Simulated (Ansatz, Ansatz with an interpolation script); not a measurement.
# ThS2 (Pnma): quasiparticle bands by Wannier interpolation

G0W0 gives levels on a mesh alone; what do the bands of ThS2 (Pnma) look like between the points?

Main program and level: Ansatz 0.2.0; LDA, Wannier functions and G0W0, plane waves, PAW.

### Step 1. Set-up

The structure is orthorhombic, space group Pnma (No. 62). Conventional cell: a = 7.263 Å, b = 4.267 Å, c = 8.617 Å, α = 90.00°, β = 90.00°, γ = 90.00°. Nearest to Th lie 9 S at 2.74 to 3.13 Å. S has 4 Th at 2.74 to 2.95 Å nearest. S has 5 Th at 3.01 to 3.13 Å nearest. Farther neighbours and most contacts between anions are not listed.

Structure file:

```cif
data_structure
_symmetry_space_group_name_H-M 'P 1'
_symmetry_Int_Tables_number 1
_cell_length_a 7.2630
_cell_length_b 4.2670
_cell_length_c 8.6170
_cell_angle_alpha 90.000
_cell_angle_beta 90.000
_cell_angle_gamma 90.000
_cell_volume 267.05
loop_
_atom_site_label
_atom_site_type_symbol
_atom_site_fract_x
_atom_site_fract_y
_atom_site_fract_z
_atom_site_occupancy
Th1 Th 0.75000 0.75000 0.12500 1
Th2 Th 0.25000 0.25000 0.87500 1
Th3 Th 0.75000 0.25000 0.62500 1
Th4 Th 0.25000 0.75000 0.37500 1
S5 S 0.15000 0.75000 0.06800 1
S6 S 0.85000 0.25000 0.93200 1
S7 S 0.35000 0.25000 0.56800 1
S8 S 0.65000 0.75000 0.43200 1
S9 S 0.53500 0.75000 0.82000 1
S10 S 0.46500 0.25000 0.18000 1
S11 S 0.96500 0.25000 0.32000 1
S12 S 0.03500 0.75000 0.68000 1
```

The cell and positions come from the Crystallography Open Database and are kept as given unless a step says otherwise. Spin-orbit coupling is left out unless a step names it.

### Step 2. LDA bands

Levels along a band path, at the cheap level, show where the edges lie and whether the meshes to come will hold them.

This step: DFT, LDA, plane waves, PAW; PAW set soft_1.

The input, input.yaml:

```yaml
crystal:
  lattice:
    - [7.263, 0.0, 0.0]
    - [0.0, 4.267, 0.0]
    - [0.0, 0.0, 8.617]
  atoms:
    - { symbol: Th, position: [0.75, 0.75, 0.125] }
    - { symbol: Th, position: [0.25, 0.25, 0.875] }
    - { symbol: Th, position: [0.75, 0.25, 0.625] }
    - { symbol: Th, position: [0.25, 0.75, 0.375] }
    - { symbol: S, position: [0.15, 0.75, 0.068] }
    - { symbol: S, position: [0.85, 0.25, 0.932] }
    - { symbol: S, position: [0.35, 0.25, 0.568] }
    - { symbol: S, position: [0.65, 0.75, 0.432] }
    - { symbol: S, position: [0.535, 0.75, 0.82] }
    - { symbol: S, position: [0.465, 0.25, 0.18] }
    - { symbol: S, position: [0.965, 0.25, 0.32] }
    - { symbol: S, position: [0.035, 0.75, 0.68] }
kpoints:
  mp_grid: { grid: [2, 4, 2] }
  band_path:
    path:
      - [[0.0, 0.0, 0.0], [0.5, 0.0, 0.0], [0.5, 0.5, 0.0], [0.0, 0.5, 0.0], [0.0, 0.0, 0.0], [0.0, 0.0, 0.5], [0.5, 0.0, 0.5], [0.5, 0.5, 0.5], [0.0, 0.5, 0.5], [0.0, 0.0, 0.5]]
      - [[0.5, 0.0, 0.0], [0.5, 0.0, 0.5]]
      - [[0.0, 0.5, 0.0], [0.0, 0.5, 0.5]]
      - [[0.5, 0.5, 0.0], [0.5, 0.5, 0.5]]
    npoints: 10
hamiltonian:
  xc: lda
  pseudopotentials: { kind: paw, azcp: { folder: soft_1 }, xc_functional: pbe }
scf:
  occupations: { method: fermi_dirac, width: 0.02 }
  n_extra_bands: 142
output:
  eigenvalues: true
  fatbands: true
  write_density: true
  write_potential: true
  elf: true
  volumetric_format: npy
```

Command:

```sh
$ ansatz run input.yaml --threads 8 --pin off --max-ram 18432MiB --backend cpu --events-out ev --progress --plain --runs-dir out
```

Numbers of over 12 decimals in the logs are rounded to 6 here.

Output:

```text
Th: projections on atomic orbitals take those of the free atom [Xe 4f14 5d10] 5f0 6s2 6p6 6d2 7s2, of charge +0.00 (hamiltonian.pseudopotentials.projection_atoms); the dataset's partial waves leave at most 9.7e-5 of an orbital's norm unspanned inside its sphere
scf.n_extra_bands = 142 over 48 filled bands (N_el = 96.0): the run solves 190 bands
Engine: ansatz 0.2.0, x86_64-unknown-linux-gnu
Pseudopotentials: kind: paw
Pseudopotential: Th, paw, valence charge 12, recommended cutoff 420 eV (normal), soft_1/Th.paw.azcp
Pseudopotential: S, paw, valence charge 6, recommended cutoff 420 eV (normal), soft_1/S.paw.azcp
Functional definition: SPW92
  exchange = slater_x
  correlation = pw_c
Crystal: 12 atoms, lattice volume = 267.051 Å³
Basis set: ecut = 420 eV, 5207 PW (Γ)
Bands: 190, of which v1, the nominal top of the filled ones, is band 48 counted from 1 (47 counted from 0)
Symmetry: 8 space group operations
Space group: Pnma (ITA 62), of the structure as read, at distance tolerance 6.4e-5 Å
k-points: 12 of 16
Non-local potential: Th, projectors of the file, l = 0: 3, l = 1: 2, l = 2: 2, l = 3: 3
Non-local potential: S, projectors of the file, l = 0: 2, l = 1: 2, l = 2: 1
PAW form: soft (Blöchl's): semilocal exchange-correlation on the pseudo side does not see the compensation charge
PAW frozen core: Th, regenerated for the run's functional, and the local potential with it (the file was generated under x = pbe(κ = 0.804, μ = 0.219515), c = pbe(β = 0.066725))
PAW frozen core: S, regenerated for the run's functional, and the local potential with it (the file was generated under x = pbe(κ = 0.804, μ = 0.219515), c = pbe(β = 0.066725))
PAW one-centre angular grid: Th, 590 points (default); XC on 64 Gauss nodes
PAW one-centre angular grid: S, 110 points (default); XC on 64 Gauss nodes
Initial density: superposition of atomic densities (chi_scale 0.1, normalization cell, long waves kept (reshape's long-wave potential 0.00 eV rms))
Initial wavefunctions: pseudopotential atomic-orbital guess
Functional: x = slater, c = lda
SCF iter   1: F=—  HF=-58488.777528 eV  |F-HF|=—  |Δ(HF+E_count)|=         —  Δρ=2.87e-2  dr2=2.32e0  ethr=3.10e-3  ⟨swp⟩=5.5  Hψ=10760  notcnv=0  defer=803
preconditioner: auto → Resta (q_TF=auto, 2.301 Å⁻¹)  ε∞=2.0  [insulator: Δε(μ)=0.453 eV  Ē_g=21.004 eV  σ=0.020 eV  W_gap=1.00  n_scr=60 (ndim 8)  ℏωp=21.3 eV  f_vac=0.000  D(μ)=0.00/eV (n_scr^D=0)  ε∞_Penn≈2.0]
SCF iter   2: F=—  HF=-58488.302090 eV  |F-HF|=—  |Δ(HF+E_count)|=   4.75e-1  Δρ=1.48e-2  dr2=6.27e-1  ethr=2.42e-3  ⟨swp⟩=1.0  Hψ=2628  notcnv=0  defer=1005
SCF iter   3: F=—  HF=-58488.142587 eV  |F-HF|=—  |Δ(HF+E_count)|=   1.60e-1  Δρ=1.69e-3  dr2=1.27e-2  ethr=6.53e-4  ⟨swp⟩=2.1  Hψ=980  notcnv=0  defer=1636
SCF iter   4: F=—  HF=-58488.140480 eV  |F-HF|=—  |Δ(HF+E_count)|=   2.11e-3  Δρ=6.39e-4  dr2=1.19e-3  ethr=1.32e-5  ⟨swp⟩=2.0  Hψ=1240  notcnv=0  defer=1636
SCF iter   5: F=—  HF=-58488.140345 eV  |F-HF|=—  |Δ(HF+E_count)|=   1.35e-4  Δρ=1.23e-4  dr2=4.77e-5  ethr=1.24e-6  ⟨swp⟩=2.0  Hψ=932  notcnv=0  defer=1636
SCF iter   6: F=—  HF=-58488.140134 eV  |F-HF|=—  |Δ(HF+E_count)|=   2.12e-4  Δρ=2.48e-5  dr2=2.06e-6  ethr=4.97e-8  ⟨swp⟩=1.9  Hψ=2552  notcnv=0  defer=1636
SCF iter   7: F=—  HF=-58488.140133 eV  |F-HF|=—  |Δ(HF+E_count)|=   2.02e-7  Δρ=6.02e-6  dr2=1.23e-7  ethr=2.15e-9  ⟨swp⟩=2.0  Hψ=1169  notcnv=0  defer=1636
SCF iter   8: F=-58488.140133 eV  HF=-58488.140133 eV  |F-HF|=1.35e-9  |Δ(HF+E_count)|=   2.94e-8  Δρ=1.04e-6  dr2=2.66e-9  ethr=1.04e-10  ⟨swp⟩=10.9  Hψ=16953  notcnv=0
SCF 1 converged in 8 iterations: F = -58488.140133 eV  dr2 = 2.66e-9
[...]
NSCF: frozen V_eff on 124 k-points
SCF converged after 8 iterations
Free energy (F): -58488.140133 eV
Harris-Foulkes:  -58488.140133 eV  (|F-HF|=1.35e-9)
Internal energy: -58488.140133 eV  (E = F + TS)
E sigma→0 (E₀):  -58488.140133 eV
Entropy (-TS):   -0.000000 eV (-0.000 meV/atom)
Fermi energy:    11.187778 eV
--- Per-component energies (eV) ---
  E_band       = 4.570811
  E_kinetic    = 1741.796245
  E_local      = -2050.196748  (includes V_loc(G=0)·N_el)
  E_nonlocal   = 893.316050
  E_hartree    = 545.447199
  E_xc         = -3082.501970
  E_vxc        = -1389.600888  (∫ρ·V_xc dr)
  E_paw        = -50570.751625  (= ΣΔE_a)
  E_vpaw       = -281.637698  (= ΣTr[D̂ρ^β])
  E_aug_tail   = 0.000002  (compensation charges beyond the density's cutoff)
  E_ewald      = -5967.438001
  E_core_change = 2.188715  (= ΣΔE_core)
  E_smearing   = -0.000000  (= −TS)
  E_closure    = -0.000000  (closes the sum)
  Σ components = -58488.140133   (vs F -58488.140133, Δ=0.00e0)
--- Band table (eV; the first three rows and the last of 12) ---
  k-point 0: bands = [... 44 lower, 9.7794, 10.6978, 10.8553, 10.9295, 11.4455, 12.3589, 12.6593, 12.6828, ... 138 higher]
  k-point 1: bands = [... 44 lower, 10.0801, 10.0801, 10.5141, 10.5141, 11.9887, 11.9887, 12.5350, 12.5350, ... 138 higher]
  k-point 2: bands = [... 44 lower, 9.6915, 9.8320, 9.9487, 10.1828, 12.1249, 12.7901, 12.8814, 12.9830, ... 138 higher]
  k-point 11: bands = [... 44 lower, 10.0102, 10.0102, 10.0102, 10.0102, 12.9674, 12.9674, 12.9674, 12.9674, ... 138 higher]
```

It took 34 s on 8 threads of INTEL XEON PLATINUM 8581C at 2.30GHz (Emerald Rapids), shared host; peak memory 4 GiB; 4.4 min of CPU time.

Numbers from this step:

- filled bands: 48
- gap: 0.5160 eV
- valence top at: Γ
- conduction bottom at: Γ
- least direct gap: 0.5160 eV

The gap is direct, at Γ.

The electronic bands at the labelled points (eV, zero at the top of the highest nominally filled band):

| point | band 45 | band 46 | band 47 | band 48 | band 49 | band 50 | band 51 | band 52 |
| --- | --- | --- | --- | --- | --- | --- | --- | --- |
| Γ | -1.15 | -0.23 | -0.07 | 0.00 | 0.52 | 1.43 | 1.73 | 1.75 |
| halfway | -0.89 | -0.65 | -0.62 | -0.17 | 0.84 | 1.40 | 1.72 | 1.86 |
| X | -1.25 | -1.25 | -0.54 | -0.54 | 1.39 | 1.39 | 1.77 | 1.77 |
| halfway | -1.02 | -1.02 | -0.31 | -0.31 | 1.75 | 1.75 | 2.13 | 2.13 |
| S | -0.91 | -0.91 | -0.91 | -0.91 | 2.13 | 2.13 | 2.13 | 2.13 |
| halfway | -1.34 | -1.34 | -0.73 | -0.73 | 2.00 | 2.00 | 2.15 | 2.15 |
| Y | -1.32 | -1.32 | -0.60 | -0.60 | 1.87 | 1.87 | 2.11 | 2.11 |
| halfway | -1.24 | -1.10 | -0.98 | -0.75 | 1.20 | 1.86 | 1.95 | 2.05 |
| Γ | -1.15 | -0.23 | -0.07 | 0.00 | 0.52 | 1.43 | 1.73 | 1.75 |
| halfway | -0.95 | -0.42 | -0.41 | -0.15 | 0.71 | 1.28 | 1.65 | 1.70 |
| Z | -0.85 | -0.85 | -0.42 | -0.42 | 1.06 | 1.06 | 1.61 | 1.61 |
| halfway | -1.10 | -1.10 | -0.50 | -0.50 | 1.29 | 1.29 | 1.69 | 1.69 |
| U | -0.98 | -0.98 | -0.75 | -0.75 | 1.64 | 1.64 | 1.76 | 1.76 |
| halfway | -0.80 | -0.80 | -0.61 | -0.61 | 1.75 | 1.75 | 1.97 | 1.97 |
| R | -0.92 | -0.92 | -0.92 | -0.92 | 2.04 | 2.04 | 2.04 | 2.04 |
| halfway | -0.99 | -0.99 | -0.92 | -0.92 | 1.97 | 1.97 | 2.14 | 2.14 |
| T | -1.17 | -1.17 | -0.94 | -0.94 | 2.01 | 2.01 | 2.06 | 2.06 |
| halfway | -1.07 | -1.07 | -0.65 | -0.65 | 1.62 | 1.62 | 1.95 | 1.95 |
| Z | -0.85 | -0.85 | -0.42 | -0.42 | 1.06 | 1.06 | 1.61 | 1.61 |
| jump to X | -1.25 | -1.25 | -0.54 | -0.54 | 1.39 | 1.39 | 1.77 | 1.77 |
| halfway | -1.14 | -1.14 | -0.61 | -0.61 | 1.48 | 1.48 | 1.80 | 1.80 |
| U | -0.98 | -0.98 | -0.75 | -0.75 | 1.64 | 1.64 | 1.76 | 1.76 |
| jump to Y | -1.32 | -1.32 | -0.60 | -0.60 | 1.87 | 1.87 | 2.11 | 2.11 |
| halfway | -1.44 | -1.44 | -0.74 | -0.74 | 1.91 | 1.91 | 2.17 | 2.17 |
| T | -1.17 | -1.17 | -0.94 | -0.94 | 2.01 | 2.01 | 2.06 | 2.06 |
| jump to S | -0.91 | -0.91 | -0.91 | -0.91 | 2.13 | 2.13 | 2.13 | 2.13 |

Valence density in the ac plane at fractional y = 0.250, with atoms of Th and S within 0.2 Å of it. It is the smooth field of the valence electrons, not physical close to the nuclei.

Ten even steps from '0' (0.0 e/Å³) to '9' (1.5 e/Å³), each cell a mean:
```
11158873100000266464
21498796200000264265
11596488200000257664
11498697200000135542
00268984100000122210
00023432000002343200
00001222100026898410
00001355421149769720
00002576642159648820
00002642652149889620
00002564641114887310
00001366421001222110
21000122100000001122
53100000000000001356
65200000000000001565
56200001111000002552
64200012454210001465
42000014656520001245
10000025525620000111
00000015656520000000
00000013565310000000
00000011222100012210
00012221100000136642
```
Columns run along a (7.3 Å), rows up along c (8.6 Å). Atoms in or near the plane, at fractional coordinates: Th at (0.25, 0.87), Th at (0.75, 0.62), S at (0.85, 0.93), S at (0.35, 0.57), S at (0.47, 0.18), S at (0.97, 0.32).

Electrostatic potential energy in the ac plane at fractional y = 0.250, with atoms of Th and S within 0.2 Å of it. With pseudopotentials it is smooth inside the atoms' cores, unlike the true potential.

Ten even steps from '_' (-62 eV) to '@' (15 eV), each cell a mean:
```
@@@@%%**----==##%%@@@@@@@@@@@@++======##
@@%%**::______==%%@@@@@@@@@@%%++==++==##
@@%%**..______--##@@@@@@@@@@@@**====++%%
@@%%**::______==##@@@@@@@@@@@@%%####%%@@
@@@@##++::::--**%%@@@@@@@@@@%%%%%%@@@@@@
@@@@%%%%##**##%%@@@@@@@@%%%%##**##%%@@@@
@@@@@@@@@@%%%%@@@@@@@@@@##++::::--**%%@@
@@@@@@@@@@%%####%%@@@@%%**::______==##@@
@@@@@@@@@@**====++%%@@%%**..______--##@@
@@@@@@@@%%++==++==##@@%%##::____..==%%@@
@@@@@@@@@@**--====##@@@@%%**----==##%%@@
@@@@@@@@@@%%**++##@@@@@@@@%%####%%%%@@@@
@@@@@@@@@@@@@@@@@@@@@@@@@@@@@@@@@@@@@@@@
**%%@@@@@@@@@@@@@@@@@@@@@@@@@@@@@@%%##++
==**@@@@@@@@@@@@@@@@@@@@@@@@@@@@@@##====
==**@@@@@@@@@@@@@@@@@@@@@@@@@@@@@@**==++
==##@@@@@@@@@@@@##**##@@@@@@@@@@@@##====
##@@@@@@@@@@@@##======##@@@@@@@@@@@@####
@@@@@@@@@@@@@@**==++==++@@@@@@@@@@@@@@@@
@@@@@@@@@@@@@@##======**@@@@@@@@@@@@@@@@
@@@@@@@@@@@@@@%%##****%%@@@@@@@@@@@@@@@@
@@@@@@@@@@@@@@@@@@@@@@@@@@@@@@@@@@@@@@@@
@@@@@@%%####%%%%@@@@@@@@@@@@@@%%**++##@@
```
Columns run along a (7.3 Å; values clipped at the 3rd and 97th percentile), rows up along c (8.6 Å). Atoms in or near the plane, at fractional coordinates: Th at (0.25, 0.87), Th at (0.75, 0.62), S at (0.85, 0.93), S at (0.35, 0.57), S at (0.47, 0.18), S at (0.97, 0.32).

### Step 3. Wannier functions (S:3p Th:5f) on 4×8×4

Localised functions give a small Hamiltonian that interpolates between mesh points at no cost.

This step: maximally localised Wannier functions, LDA, plane waves, PAW; PAW set soft_1.

input.yaml, the sections that differ from step 2:

```yaml
kpoints:
  mp_grid: { grid: [2, 4, 2] }
scf:
  occupations: { method: fixed }
  n_extra_bands: 142
output:
  wannier:
    kmesh: [4, 8, 4]
    projections: [{ species: S, l: p, shell: 3 }, { species: Th, l: f, shell: 5 }]
    minimise: true
    write_hr: true
    seedname: w
    conv_tol: 1.0e-06
    max_iter: 20000
    stability_check: false
    disentanglement:
      window: [5.58, 16.65]
      frozen_window: [5.58, 13.65]
      conv_tol: 1.0e-08
# crystal, hamiltonian: as in step 2
```

Output:

```text
[...]
Crystal: 12 atoms, lattice volume = 267.051 Å³
Basis set: ecut = 420 eV, 5207 PW (Γ)
Bands: 190, of which v1, the nominal top of the filled ones, is band 48 counted from 1 (47 counted from 0)
Symmetry: 8 space group operations
[...]
k-points: 12 of 16
[...]
SCF iter   1: F=—  HF=-58488.777645 eV  |F-HF|=—  |Δ(HF+E_count)|=         —  Δρ=2.88e-2  dr2=2.33e0  ethr=3.10e-3  ⟨swp⟩=4.4  Hψ=7771  notcnv=0  defer=1550
[...]
SCF iter   9: F=-58488.140133 eV  HF=-58488.140133 eV  |F-HF|=5.23e-9  |Δ(HF+E_count)|=   8.03e-9  Δρ=1.27e-6  dr2=6.55e-9  ethr=1.04e-10  ⟨swp⟩=12.2  Hψ=19102  notcnv=0
SCF 1 converged in 9 iterations: F = -58488.140133 eV  dr2 = 6.55e-9
[...]
NSCF: frozen V_eff on 49 k-points
the Wannier pass solved 49 of the 128 points of its mesh, and has the states at the others by symmetry: states obtained by the crystal's operations at points that were solved too leave a residual of 9.24e-13 eV (read by the count's bands and the next), within 1.11e-5 eV
SCF converged after 9 iterations
Free energy (F): -58488.140133 eV
[...]
Internal energy: -58488.140133 eV  (E = F + TS)
E sigma→0 (E₀):  -58488.140133 eV
Fermi energy:    10.929527 eV
[...]
--- Band table (eV; the first three rows and the last of 12) ---
  k-point 0: bands = [... 44 lower, 9.7794, 10.6978, 10.8553, 10.9295, 11.4456, 12.3590, 12.6593, 12.6828, ... 138 higher]
  k-point 1: bands = [... 44 lower, 10.0801, 10.0801, 10.5141, 10.5141, 11.9888, 11.9888, 12.5350, 12.5350, ... 138 higher]
  k-point 2: bands = [... 44 lower, 9.6915, 9.8320, 9.9487, 10.1828, 12.1249, 12.7901, 12.8815, 12.9830, ... 138 higher]
  k-point 11: bands = [... 44 lower, 10.0102, 10.0102, 10.0102, 10.0102, 12.9674, 12.9674, 12.9674, 12.9674, ... 138 higher]
Wannier search: line search 1 of at most 20000: gauge-dependent spread (as the search counts it) 36.8100823 Å², largest recent change 7.5e0 Å² against conv_tol 1.0e-6 Å², 0 stops escaped
[...]
```

It took 60 s on 8 threads; peak memory 3 GiB.

This step gave:

| Quantity | Value |
| --- | --- |
| gauge-invariant spread | 123.8 Å² |
| diagonal spread | 0.3610 Å² |
| off-diagonal spread | 21.06 Å² |
| total spread | 145.3 Å² |
| least projectability | 0.02034 |
| localisation steps | 2516 |
| disentanglement steps | 270 |
| r.m.s. interpolation error | 5.52e-4 eV |
| r.m.s. error near the gap | 6.98e-4 eV |

Near the gap the model misses directly solved bands by 0.7 meV r.m.s. and by 9 meV at most in the window tested. This tests the starting bands, not the corrections carried with them.

Wannier functions, by row, the first 40 of 52 rows:

| function | x (Å) | y (Å) | z (Å) | spread (Å²) | nearest atom | distance (Å) |
| --- | --- | --- | --- | --- | --- | --- |
| 1 | 1.253 | 3.2 | 0.865 | 2.779 | S5 | 0.324 |
| 2 | 0.764 | 3.2 | 0.604 | 2.764 | S5 | 0.326 |
| 3 | 1.23 | 3.2 | 0.278 | 2.737 | S5 | 0.339 |
| 4 | 6.01 | 1.067 | 7.752 | 2.779 | S6 | 0.324 |
| 5 | 6.499 | 1.067 | 8.013 | 2.764 | S6 | 0.326 |
| 6 | 6.033 | 1.067 | 8.339 | 2.737 | S6 | 0.339 |
| 7 | 2.378 | 1.067 | 5.174 | 2.779 | S7 | 0.324 |
| 8 | 2.867 | 1.067 | 4.912 | 2.764 | S7 | 0.326 |
| 9 | 2.401 | 1.067 | 4.586 | 2.737 | S7 | 0.339 |
| 10 | 4.885 | 3.2 | 3.443 | 2.779 | S8 | 0.324 |
| 11 | 4.396 | 3.2 | 3.705 | 2.764 | S8 | 0.326 |
| 12 | 4.862 | 3.2 | 4.031 | 2.737 | S8 | 0.339 |
| 13 | 4.024 | 3.2 | 7.338 | 2.49 | S9 | 0.305 |
| 14 | 3.887 | 3.2 | 6.939 | 2.662 | S9 | 0.127 |
| 15 | 3.726 | 3.2 | 7.03 | 2.73 | S9 | 0.164 |
| 16 | 3.239 | 1.067 | 1.279 | 2.49 | S10 | 0.305 |
| 17 | 3.376 | 1.067 | 1.678 | 2.662 | S10 | 0.127 |
| 18 | 3.537 | 1.067 | 1.587 | 2.73 | S10 | 0.164 |
| 19 | 6.87 | 1.067 | 3.029 | 2.49 | S11 | 0.305 |
| 20 | 7.007 | 1.067 | 2.631 | 2.662 | S11 | 0.127 |
| 21 | 7.169 | 1.067 | 2.721 | 2.73 | S11 | 0.164 |
| 22 | 0.393 | 3.2 | 5.588 | 2.49 | S12 | 0.305 |
| 23 | 0.256 | 3.2 | 5.986 | 2.662 | S12 | 0.127 |
| 24 | 0.094 | 3.2 | 5.896 | 2.73 | S12 | 0.164 |
| 25 | 5.704 | 3.2 | 0.597 | 3.551 | Th1 | 0.544 |
| 26 | 5.204 | 3.2 | 1.295 | 2.411 | Th1 | 0.326 |
| 27 | 5.413 | 3.2 | 1.455 | 3.207 | Th1 | 0.38 |
| 28 | 5.801 | 3.2 | 1.334 | 2.434 | Th1 | 0.437 |
| 29 | 5.381 | 3.2 | 0.78 | 2.696 | Th1 | 0.304 |
| 30 | 5.019 | 3.2 | 1.095 | 2.699 | Th1 | 0.429 |
| 31 | 5.749 | 3.2 | 1.092 | 3.158 | Th1 | 0.302 |
| 32 | 1.559 | 1.067 | 8.02 | 3.551 | Th2 | 0.544 |
| 33 | 2.059 | 1.067 | 7.322 | 2.411 | Th2 | 0.326 |
| 34 | 1.85 | 1.067 | 7.162 | 3.207 | Th2 | 0.38 |
| 35 | 1.462 | 1.067 | 7.283 | 2.434 | Th2 | 0.437 |
| 36 | 1.882 | 1.067 | 7.837 | 2.696 | Th2 | 0.304 |
| 37 | 2.244 | 1.067 | 7.522 | 2.699 | Th2 | 0.429 |
| 38 | 1.514 | 1.067 | 7.525 | 3.158 | Th2 | 0.302 |
| 39 | 5.19 | 1.067 | 4.906 | 3.551 | Th3 | 0.544 |
| 40 | 5.69 | 1.067 | 5.604 | 2.411 | Th3 | 0.326 |

Frozen up to 2.72 eV; above it the model need not follow the bands. The electronic bands at the labelled points (eV, zero at the valence-band top):

(Unchanged from step 2.)

The same for Kohn-Sham, solved directly:

| point | band 45 | band 46 | band 47 | band 48 | band 49 | band 50 | band 51 | band 52 |
| --- | --- | --- | --- | --- | --- | --- | --- | --- |
| Γ | -1.15 | -0.23 | -0.07 | 0.00 | 0.52 | 1.43 | 1.73 | 1.75 |
| X | -1.25 | -1.25 | -0.54 | -0.54 | 1.39 | 1.39 | 1.77 | 1.77 |
| S | -0.91 | -0.91 | -0.91 | -0.91 | 2.13 | 2.13 | 2.13 | 2.13 |
| Y | -1.32 | -1.32 | -0.60 | -0.60 | 1.87 | 1.87 | 2.11 | 2.11 |
| Γ | -1.15 | -0.23 | -0.07 | 0.00 | 0.52 | 1.43 | 1.73 | 1.75 |
| Z | -0.85 | -0.85 | -0.42 | -0.42 | 1.06 | 1.06 | 1.61 | 1.61 |
| U | -0.98 | -0.98 | -0.75 | -0.75 | 1.64 | 1.64 | 1.76 | 1.76 |
| R | -0.92 | -0.92 | -0.92 | -0.92 | 2.04 | 2.04 | 2.04 | 2.04 |
| T | -1.17 | -1.17 | -0.94 | -0.94 | 2.01 | 2.01 | 2.06 | 2.06 |
| Z | -0.85 | -0.85 | -0.42 | -0.42 | 1.06 | 1.06 | 1.61 | 1.61 |
| X | -1.25 | -1.25 | -0.54 | -0.54 | 1.39 | 1.39 | 1.77 | 1.77 |
| U | -0.98 | -0.98 | -0.75 | -0.75 | 1.64 | 1.64 | 1.76 | 1.76 |
| Y | -1.32 | -1.32 | -0.60 | -0.60 | 1.87 | 1.87 | 2.11 | 2.11 |
| T | -1.17 | -1.17 | -0.94 | -0.94 | 2.01 | 2.01 | 2.06 | 2.06 |

(Continued in part 2 of 2.)

[Paths, hosts, dates, memory and timing lines, banners, echoed tables and standing remarks are left out of the program output.]

[Logs are printed without paths, hosts, clocks, repeated set-up lines and the standing remarks that a program may print on its own settings, such as how far it seeks lower states.]

[Runs of the session that timed out or met a known fault of the program may be left out.]

[Hosts, paths, dates, database ids (printed as entryN), source tags and the programs' standing remarks are cut or masked in the printed files.]
